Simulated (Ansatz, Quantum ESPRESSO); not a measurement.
# BiPd (P6_3/mmc): electron–phonon coupling with Quantum ESPRESSO

What λ does ph.x give for BiPd (P6_3/mmc), and how does it hang on the broadening? The first relaxation steps of the session are not shown, so no cell shown is the starting entry, unless a step says so.

Program: Ansatz 0.2.0 and Quantum ESPRESSO 7.5. Level of theory: DFT PBEsol, scalar-relativistic, plane waves, PAW, in the first sound run; inputs show where later runs differ. Results are calculated unless marked as measured.

In doubt: a PseudoDojo file used here is known to give poor structures and forces (step 3), which bears on pressures, cells, forces and phonons.

### Step 1. The cell after earlier relaxation steps

Symmetry: P6_3/mmc, No. 194, hexagonal system. The conventional cell has a = 4.258 Å, b = 4.258 Å, c = 5.625 Å, α = 90.00°, β = 90.00°, γ = 120.00°. Bi has 6 Pd at 2.83 Å nearest. Nearest to Pd lie 2 Pd at 2.81 Å and 6 Bi at 2.83 Å. Farther neighbours are not listed.

### Step 2. Tight relaxation

Residual forces and stress shift phonon frequencies, so the cell is relaxed again, with tight thresholds and the mesh and smearing of this input. Earlier relaxation steps are not shown.

The input, input.yaml:

```yaml
crystal:
  lattice:
    - [4.2582207729, 0.0, 0.0]
    - [-2.1291103865, 3.6877273643, 0.0]
    - [0.0, 0.0, 5.6249195665]
  atoms:
    - { symbol: Bi, position: [0.3333333333, 0.6666666667, 0.25] }
    - { symbol: Bi, position: [0.6666666667, 0.3333333333, 0.75] }
    - { symbol: Pd, position: [0.0, 0.0, 0.0] }
    - { symbol: Pd, position: [0.0, 0.0, 0.5] }
kpoints:
  mp_grid: { grid: [9, 9, 6] }
hamiltonian:
  xc: pbesol
scf:
  occupations: { method: methfessel_paxton, width: 0.2 }
output:
  forces: true
  stress: true
  eigenvalues: true
relax:
  adjacent_minimum: "off"
  f_tol: 0.001
  max_steps: 60
  cell: { stress_tol: 0.01 }
```

Launch:

```console
$ ansatz run input.yaml --threads 8 --pin off --max-ram 16384MiB --backend cpu --events-out ev --progress --plain --runs-dir out
```

Numbers of over 12 decimals in the logs are rounded to 6 here.

What it wrote:

```text
[the first part of the log is left out]
  E_aug_tail   = -0.000484  (compensation charges beyond the density's cutoff)
  E_ewald      = -7854.322571
  E_core_change = 0.784553  (= ΣΔE_core)
  E_smearing   = -0.001123  (= −TS)
  E_closure    = -0.000000  (closes the sum)
  Σ components = -38298.591671   (vs F -38298.591671, Δ=0.00e0)
--- Forces (eV/Å), atoms counted from 1 ---
  atom   1  Bi    -0.00000000     0.00000000    -0.00000000
  atom   2  Bi     0.00000000    -0.00000000     0.00000000
  atom   3  Pd     0.00000000    -0.00000000     0.00000000
  atom   4  Pd     0.00000000     0.00000000     0.00000000
  max |Σ_I F_I| component: 1.85e-17 eV/Å
--- Stress (GPa, compression-positive) ---
       -0.000486      -0.000000      -0.000000
       -0.000000      -0.000486      -0.000000
       -0.000000      -0.000000       0.002021
  P = ⅓ Tr σ = 0.0003 GPa (0.003 kbar)
--- Band table (eV; the first three rows and the last of 48) ---
  k-point 0: bands = ["-69.5451", "-69.5312", "-35.3920", "-35.3333", "-35.3333", "-35.3162", "-35.3162", "-35.2147", "-7.9101", "-7.9101", "-7.8665", "-7.8639", "-7.8639", "-7.8553", "-7.8553", "-7.8482", "-7.8256", "-7.8256", "2.0526", "4.7810", "9.3386", "10.1597", "10.1597", "10.5504", "11.4382", "11.4382", "12.0259", "12.0259", "12.9088", "12.9088", "15.0418", "15.7296", "15.7296", "17.7356", "17.9918", "17.9918", "18.0212", "18.4829", "21.1423", "21.1423"]
  k-point 1: bands = ["-69.5442", "-69.5321", "-35.3802", "-35.3322", "-35.3322", "-35.3174", "-35.3174", "-35.2266", "-7.9070", "-7.9070", "-7.8668", "-7.8668", "-7.8651", "-7.8535", "-7.8535", "-7.8493", "-7.8278", "-7.8278", "2.1719", "4.4587", "9.7785", "10.2580", "10.2580", "10.6908", "11.5080", "11.5080", "11.8746", "11.8746", "12.7206", "12.7206", "14.6766", "16.0197", "16.0197", "16.6859", "17.9256", "17.9256", "18.1345", "19.5562", "21.1308", "21.1308"]
  k-point 2: bands = ["-69.5417", "-69.5347", "-35.3480", "-35.3290", "-35.3290", "-35.3205", "-35.3205", "-35.2593", "-7.8983", "-7.8983", "-7.8750", "-7.8750", "-7.8613", "-7.8522", "-7.8483", "-7.8483", "-7.8336", "-7.8336", "2.5224", "3.7751", "10.5418", "10.5418", "10.7076", "11.0448", "11.4702", "11.4702", "11.7067", "11.7067", "12.3587", "12.3587", "14.0551", "15.1685", "16.6427", "16.6427", "17.6993", "17.6993", "19.0396", "20.3268", "21.1801", "21.1801"]
  k-point 47: bands = ["-69.5381", "-69.5381", "-35.3259", "-35.3259", "-35.3255", "-35.3255", "-35.3036", "-35.3036", "-7.8899", "-7.8899", "-7.8731", "-7.8731", "-7.8487", "-7.8487", "-7.8462", "-7.8462", "-7.8253", "-7.8253", "3.9648", "3.9648", "9.9882", "9.9882", "10.8268", "10.8268", "11.2378", "11.2378", "12.0457", "12.0457", "12.0596", "12.0596", "12.7707", "12.7707", "13.3268", "13.3268", "19.0282", "19.0282", "21.1970", "21.1970", "22.0613", "22.0613"]
--- Relaxed structure (3 steps of the walk, 2 accepted, 1 SCFs on fresh bases) ---
  F+E_penalty+E_count = -38298.59167125 eV   max|allowed force component| = 3.238e-17 eV/Å   (the final SCF, on the basis selected at the relaxed cell)
  cell:  # Å, volume = 88.3041 Å³
    - [4.257654, 2.8863610576742707e-11, 0]
    - [-2.128827, 3.687237, 0]
    - [0, 0, 5.624828]
  atoms:
    - { symbol: Bi, position: [0.333333, 0.666667, 0.25] }
    - { symbol: Bi, position: [0.666667, 0.333333, 0.750000] }
    - { symbol: Pd, position: [0, 0, 0] }
    - { symbol: Pd, position: [0, 0, 0.5] }
```

Wall time 9.8 s (8 threads of Arm Neoverse N1, shared host); peak memory 0.57 GiB; 69 s of CPU time.

Little changed from the start: no atom moved by 0.005 Å and no cell edge by 0.1 %.

Numbers from this step:

* pressure: 3.50e-4 GPa
* volume per atom: 22.08 Å³
* metallic on mesh: yes
* gap on the k-mesh: 0 eV

The largest force is now zero by symmetry and the largest stress component 0.0020 GPa, small enough for phonons.

### Step 3. Deformation potentials: PseudoDojo files, cutoff 1115.67 eV, Fermi–Dirac smearing of 0.1 eV

The exported deformation potentials allow the same Gaussian double-delta sums that other programs print.

This step: DFT PBEsol, scalar-relativistic, plane waves, PseudoDojo norm-conserving pseudopotentials (Ansatz 0.2.0).

The input, input.yaml:

```yaml
crystal:
  lattice:
    - [4.2576542658, 0.0, 0.0]
    - [-2.1288271329, 3.6872367547, 0.0]
    - [0.0, 0.0, 5.6248278959]
  atoms:
    - { symbol: Bi, position: [0.3333333333, 0.6666666667, 0.25] }
    - { symbol: Bi, position: [0.6666666667, 0.3333333333, 0.75] }
    - { symbol: Pd, position: [0.0, 0.0, 0.0] }
    - { symbol: Pd, position: [0.0, 0.0, 0.5] }
kpoints:
  mp_grid: { grid: [6, 6, 4] }
hamiltonian:
  xc: pbesol
  pseudopotentials: { kind: nc, accuracy: standard }
scf:
  occupations: { method: fermi_dirac, width: 0.1 }
  n_extra_bands: 22
output:
  eigenvalues: true
basis:
  ecutwfc: 1115.667
phonons:
  method: dfpt
  qmesh: [2, 2, 2]
  temperatures: { t_max: 1000, t_step: 50 }
  qpath:
    path:
      - [[0.0, 0.0, 0.0], [0.5, 0.0, 0.0], [0.33333333, 0.33333333, 0.0], [0.0, 0.0, 0.0], [0.0, 0.0, 0.5], [0.5, 0.0, 0.5], [0.33333333, 0.33333333, 0.5], [0.0, 0.0, 0.5]]
      - [[0.5, 0.0, 0.5], [0.5, 0.0, 0.0]]
      - [[0.33333333, 0.33333333, 0.5], [0.33333333, 0.33333333, 0.0]]
    npoints: 10
  electron_phonon_deformation_potentials: { window_half_width: 2.5 }
```

What it wrote:

```text
Warning: phonons: the dynamical matrix that this run interpolates holds no multipole term above the dipole-dipole one, and a site of this crystal is no centre of inversion, so its interpolated transverse optical and acoustic branches and sound speeds can stay off near Gamma, and the density of states and the thermodynamics with them. What a run solves at a wave vector of phonons.qpoints, Gamma apart, where the deck admits one, is free of this, and under fd what a larger phonons.supercell samples
[...]
Crystal: 4 atoms, lattice volume = 88.304 Å³
Basis set: ecut = 1115.667 eV, 7489 PW (Γ), exchange–correlation on 96×96×128 points (8 copies of the dense FFT grid, shifted against one another)
Bands: 55, of which v1, the nominal top of the filled ones, is band 33 counted from 1 (32 counted from 0)
Symmetry: 24 space group operations
k-points: 21 of 144
[...]
SCF iter   1: F=—  HF=-11791.568197 eV  |F-HF|=—  |Δ(HF+E_count)|=         —  Δρ=1.61e-1  dr2=3.16e1  ethr=3.10e-3  ⟨swp⟩=9.5  Hψ=7028  notcnv=0  defer=72
[...]
SCF iter  11: F=-11786.165010 eV  HF=-11786.165010 eV  |F-HF|=3.64e-12  |Δ(HF+E_count)|=  6.18e-11  Δρ=1.11e-7  dr2=5.13e-12  ethr=1.00e-12  ⟨swp⟩=19.8  Hψ=10682  notcnv=0
SCF 1 converged in 11 iterations: F = -11786.165010 eV  dr2 = 5.13e-12
[...]
iter 1 solved again at ethr=5.09e-8 eV; its pass at ethr=3.10e-3 eV (dr2=3.36e-5 eV) is discarded
SCF iter   1: F=—  HF=-11786.164744 eV  |F-HF|=—  |Δ(HF+E_count)|=         —  Δρ=8.42e-7  dr2=2.95e-10  ethr=5.09e-8  ⟨swp⟩=6.2  Hψ=12076  notcnv=0
eigensolver tolerance schedule: the retry pair's looser diagonalisation over-reported the residual by 113913.79 of it (diagonalisation noise at an unbounded share of the residual, at the tolerance the schedule requests for it); recorded, not acted on — ethr = c·dr2/N_el stays at c = 1.0e-1
[...]
SCF iter   2: F=—  HF=-11786.165010 eV  |F-HF|=—  |Δ(HF+E_count)|=   2.66e-4  Δρ=8.44e-7  dr2=3.21e-10  ethr=1.00e-12  ⟨swp⟩=6.0  Hψ=4128  notcnv=0
[...]
SCF iter   5: F=-11786.165010 eV  HF=-11786.165010 eV  |F-HF|=1.82e-12  |Δ(HF+E_count)|=  2.55e-11  Δρ=1.09e-8  dr2=4.34e-14  ethr=1.00e-12  ⟨swp⟩=6.2  Hψ=5643  notcnv=0
SCF 2 converged in 5 iterations: F = -11786.165010 eV  dr2 = 4.34e-14
phonons: the bands overlap, so this run is a metal and interpolates without the dipole-dipole term. If the crystal is really an insulator or semiconductor, its LO-TO splitting is missing
NSCF: frozen V_eff on 21 k-points
WARN: eigensolver did not converge (k=0): 1 band(s) unlocked after 20 sweeps at ethr=2.45e-12 eV (storage-precision floor; scheduled 1.00e-12 eV) (lowest unlocked band 54, counted from 0; max residual 2.62e-5 eV among the unlocked bands, 2.62e-5 eV over every band; other slots of this pass that fall short are told together in one closing line; warning suppressed until the next SCF loop or pass starts)
WARN: eigensolver did not converge in 12 slots of this pass, the one above among them; of largest residual over every band (k=5): 1 band(s) unlocked (lowest unlocked band 54, counted from 0; max residual 4.50e-3 eV among the unlocked bands, 4.50e-3 eV over every band); of lowest unlocked band (k=0): band 54
[...]
DFPT response loops at q = (0, 0, 0) (fractional): preconditioner auto → Kerker (q_TF=auto, 2.599 Å⁻¹) (partly filled bands, converged f_vac=0.012); β = 1.00, the filter's whole step (`scf.mixing.beta` (0.50) is not read by the response loops under this deck's `scf.mixing.preconditioner`; to damp them name `kerker` or `kerker_dos`, under which they read `scf.mixing.beta`, and type it under 1.00, their step now; both keys bind the ground state too); Anderson in place of MSR1; while a model of the screening serves, it and β = 1 on shorter waves in the place of filter and β
[...]
SCF converged after 11 iterations
Free energy (F): -11786.165010 eV
[...]
Internal energy: -11786.095549 eV  (E = F + TS)
E sigma→0 (E₀):  -11786.130279 eV
Entropy (-TS):   -0.069461 eV (-17.365 meV/atom)
Fermi energy:    14.952573 eV
[...]
--- Band table (eV; the first three rows and the last of 21) ---
  k-point 0: bands = [... 29 lower, 13.0200, 15.1483, 15.8568, 15.8568, 17.8593, 18.1078, 18.1078, 18.1520, ... 18 higher]
  k-point 1: bands = [... 29 lower, 12.6572, 14.4582, 16.0252, 16.4383, 16.4383, 17.9531, 17.9531, 18.6686, ... 18 higher]
  k-point 2: bands = [... 29 lower, 12.1172, 14.1854, 14.1854, 17.3829, 17.3829, 17.3829, 17.3829, 20.2357, ... 18 higher]
  k-point 20: bands = [... 29 lower, 12.1738, 12.8821, 12.8821, 13.4442, 13.4442, 19.1449, 19.1449, 21.3160, ... 18 higher]
--- Phonons (Γ-DFPT): 4 representative perturbations + reference (Σ response iterations 22) ---
  ASR residual: 2.689e-4 → 0.000e0 eV/Å²; symmetrization residual: 1.817e-7 eV/Å²
  ASR residual per site (eV/Å²): 1.08e-4 1.08e-4 2.69e-4 2.69e-4
  Γ frequencies (cm⁻¹): 0.00 0.00 0.00 88.55 88.55 96.19 96.19 101.31 105.19 143.63 143.63 186.38
--- Phonons (arbitrary-q DFPT): 4 irreducible q on the 2×2×2 mesh ---
  q = [0.0000, 0.0000, 0.0000] (star 1, of the zone-centre solve; hermiticity 4.41e-8, symmetrization 6.59e-14): -0.00 0.00 0.00 88.55 88.55 96.19 96.19 101.31 105.19 143.63 143.63 186.38
  q = [0.0000, 0.0000, -0.5000] (star 1, 4 solved perturbations in 114 linear systems a pass and spin channel, the states on 21 of 144 k-point pairs; hermiticity 4.05e-8, symmetrization 1.61e-12): 52.36 52.36 52.36 52.36 82.96 82.96 127.94 127.94 127.94 127.94 140.10 140.10
[...]
sum rule: each row above includes the acoustic sum rule's correction from the zone centre's row sums; it moved no ω² by more than (0.83 cm⁻¹)²
  mesh force constants: q→R imaginary residual 2.26e-17; ASR residual 2.689e-4 → 0.000e0 eV/Å²; symmetrization residual 5.329e-15 eV/Å²
  interpolated dispersion: 93 rows × 12 modes
  density of states and harmonic sums: on the 18×18×12 q-mesh, interpolated from the force constants of a 2×2×2 supercell (no non-analytic term)
  largest difference from the sums on the solved wave vectors: F 9.91e-2 eV, S 1.31e-4 and C_V 3.22e-5 eV/K
  zero-point energy: 0.074075 eV/cell   skipped modes (ω ≤ 0): 3   left out of the sums: 6.43e-5 of the cell's modes: C_V's classical limit lies that fraction below 3 k_B per atom; for a crystal, a wire or a layer, F and S can be off by more, and a phonons.interpolated_qmesh denser along its periods is the remedy for the sampling
Electron–phonon deformation potentials of 4 wavevectors written to <dir>
```

Wall time 7.6 min (8 threads); peak memory 4.5 GiB; 55 min of CPU time.

This step gave:

| Item | Value |
| --- | --- |
| zero point energy | 0.07408 eV/cell |
| share of imaginary modes in the plain interpolation between solved wavevectors | 0 |
| highest frequency, solved or plainly interpolated | 192.5 cm⁻¹ |
| Debye temperature (second moment) | 199 K |

Allen's double-delta sum on the run's k mesh, delta = exp(-(x/sigma)^2)/(sigma sqrt(pi)); at the zone centre the sum is no linewidth. Double-delta sums, the first 40 of 48 rows:

```csv
q1,q2,q3,star,mode,omega (meV),"lambda_q, sigma 0.05 eV","lambda_q, sigma 0.1 eV","lambda_q, sigma 0.2 eV","lambda_q, sigma 0.3 eV","lambda_q, sigma 0.4 eV",half width at sigma 0.2 (meV),<D²> at sigma 0.2 ((eV/Å)²),nesting at sigma 0.2 (1/eV²)
0,0,0,1,1,-1.97e-7,-,-,-,-,-,1.22e-5,2.09e-4,2.806
0,0,0,1,2,1.80e-7,-,-,-,-,-,1.22e-5,2.09e-4,2.806
0,0,0,1,3,1.96e-7,-,-,-,-,-,1.22e-5,2.09e-4,2.806
0,0,0,1,4,10.98,0.01007,0.06841,0.1487,0.1158,0.08651,0.06137,1.051,2.806
0,0,0,1,5,10.98,0.01007,0.06841,0.1487,0.1158,0.08651,0.06137,1.051,2.806
0,0,0,1,6,11.93,6.58e-4,0.07421,0.1243,0.08571,0.05892,0.06052,1.036,2.806
0,0,0,1,7,11.93,6.58e-4,0.07421,0.1243,0.08571,0.05892,0.06052,1.036,2.806
0,0,0,1,8,12.56,1.11e-8,0.01213,0.05401,0.05672,0.06222,0.02917,0.4994,2.806
0,0,0,1,9,13.04,1.42e-23,5.74e-7,0.004237,0.01383,0.01718,0.002467,0.04223,2.806
0,0,0,1,10,17.81,1.06e-11,1.16e-5,2.37e-4,6.31e-4,0.001038,2.58e-4,0.004415,2.806
0,0,0,1,11,17.81,1.06e-11,1.16e-5,2.37e-4,6.31e-4,0.001038,2.58e-4,0.004415,2.806
0,0,0,1,12,23.11,6.96e-9,0.007481,0.03009,0.02301,0.01807,0.05502,0.9418,2.806
0,0,-0.5,1,1,6.491,1.45e-5,0.001763,0.01989,0.0344,0.04063,0.002869,0.1741,0.7916
0,0,-0.5,1,2,6.491,1.45e-5,0.001763,0.01989,0.0344,0.04063,0.002869,0.1741,0.7916
0,0,-0.5,1,3,6.491,1.45e-5,0.001763,0.01989,0.0344,0.04063,0.002869,0.1741,0.7916
0,0,-0.5,1,4,6.491,1.45e-5,0.001763,0.01989,0.0344,0.04063,0.002869,0.1741,0.7916
0,0,-0.5,1,5,10.29,6.20e-5,0.01131,0.0284,0.03827,0.04344,0.01029,0.6242,0.7916
0,0,-0.5,1,6,10.29,6.20e-5,0.01131,0.0284,0.03827,0.04344,0.01029,0.6242,0.7916
0,0,-0.5,1,7,15.86,4.41e-5,0.009528,0.0196,0.02119,0.02171,0.01689,1.025,0.7916
0,0,-0.5,1,8,15.86,4.41e-5,0.009528,0.0196,0.02119,0.02171,0.01689,1.025,0.7916
0,0,-0.5,1,9,15.86,4.41e-5,0.009528,0.0196,0.02119,0.02171,0.01689,1.025,0.7916
0,0,-0.5,1,10,15.86,4.41e-5,0.009528,0.0196,0.02119,0.02171,0.01689,1.025,0.7916
0,0,-0.5,1,11,17.37,3.25e-4,0.04808,0.09145,0.07571,0.06261,0.09447,5.732,0.7916
0,0,-0.5,1,12,17.37,3.25e-4,0.04808,0.09145,0.07571,0.06261,0.09447,5.732,0.7916
0,-0.5,0,3,1,5.204,0.5509,0.1687,0.0628,0.05822,0.05918,0.005823,0.1453,1.925
0,-0.5,0,3,2,5.896,5.27e-4,0.007497,0.03226,0.03558,0.03896,0.00384,0.09584,1.925
0,-0.5,0,3,3,9.317,2.03e-4,0.02833,0.08347,0.08047,0.07122,0.0248,0.6191,1.925
0,-0.5,0,3,4,9.343,0.001881,0.003549,0.01427,0.02284,0.02985,0.004264,0.1064,1.925
0,-0.5,0,3,5,10.74,4.25e-5,0.004873,0.01407,0.01579,0.01621,0.005555,0.1386,1.925
0,-0.5,0,3,6,11.45,0.01888,0.008437,0.007335,0.01434,0.02003,0.003294,0.08222,1.925
0,-0.5,0,3,7,12.99,0.4728,0.1975,0.07095,0.04426,0.03592,0.04098,1.023,1.925
0,-0.5,0,3,8,13.59,0.1134,0.0474,0.03143,0.02605,0.02305,0.01987,0.4959,1.925
0,-0.5,0,3,9,15.16,9.10e-5,0.01033,0.02513,0.02496,0.02403,0.01978,0.4936,1.925
0,-0.5,0,3,10,15.73,0.002691,0.001518,0.002999,0.0056,0.007387,0.002539,0.06338,1.925
0,-0.5,0,3,11,17.08,0.08024,0.02514,0.00808,0.0078,0.008996,0.008072,0.2015,1.925
0,-0.5,0,3,12,23.82,1.43e-5,0.003539,0.01111,0.008953,0.007763,0.02158,0.5387,1.925
0,-0.5,-0.5,3,1,6.745,7.71e-10,6.24e-4,0.008456,0.03211,0.04996,0.001317,0.07674,0.8243
0,-0.5,-0.5,3,2,6.745,7.71e-10,6.24e-4,0.008456,0.03211,0.04996,0.001317,0.07674,0.8243
0,-0.5,-0.5,3,3,7.049,7.72e-5,0.01888,0.06294,0.06367,0.06396,0.01071,0.6238,0.8243
0,-0.5,-0.5,3,4,7.049,7.72e-5,0.01888,0.06294,0.06367,0.06396,0.01071,0.6238,0.8243
```

Mean over the q mesh without its centre; few wavevectors enter, so none of the widths can be taken as converged. Coupling constant λ, lambda against Gaussian width:

```csv
Gaussian width (eV),"coupling constant λ, lambda"
0.050,0.533
0.100,0.312
0.200,0.405
0.300,0.408
0.400,0.411
```

Among the solved wavevectors the lowest mode, translations apart, is 42 cm⁻¹, so these are real on this k mesh.

(Part 1 of 2 ends here.)

[Logs are printed without paths, hosts, clocks, repeated set-up lines and the standing remarks that a program may print on its own settings, such as how far it seeks lower states.]

[Hosts, paths, dates, database ids (printed as entryN), source tags and the programs' standing remarks are cut or masked in the printed files.]
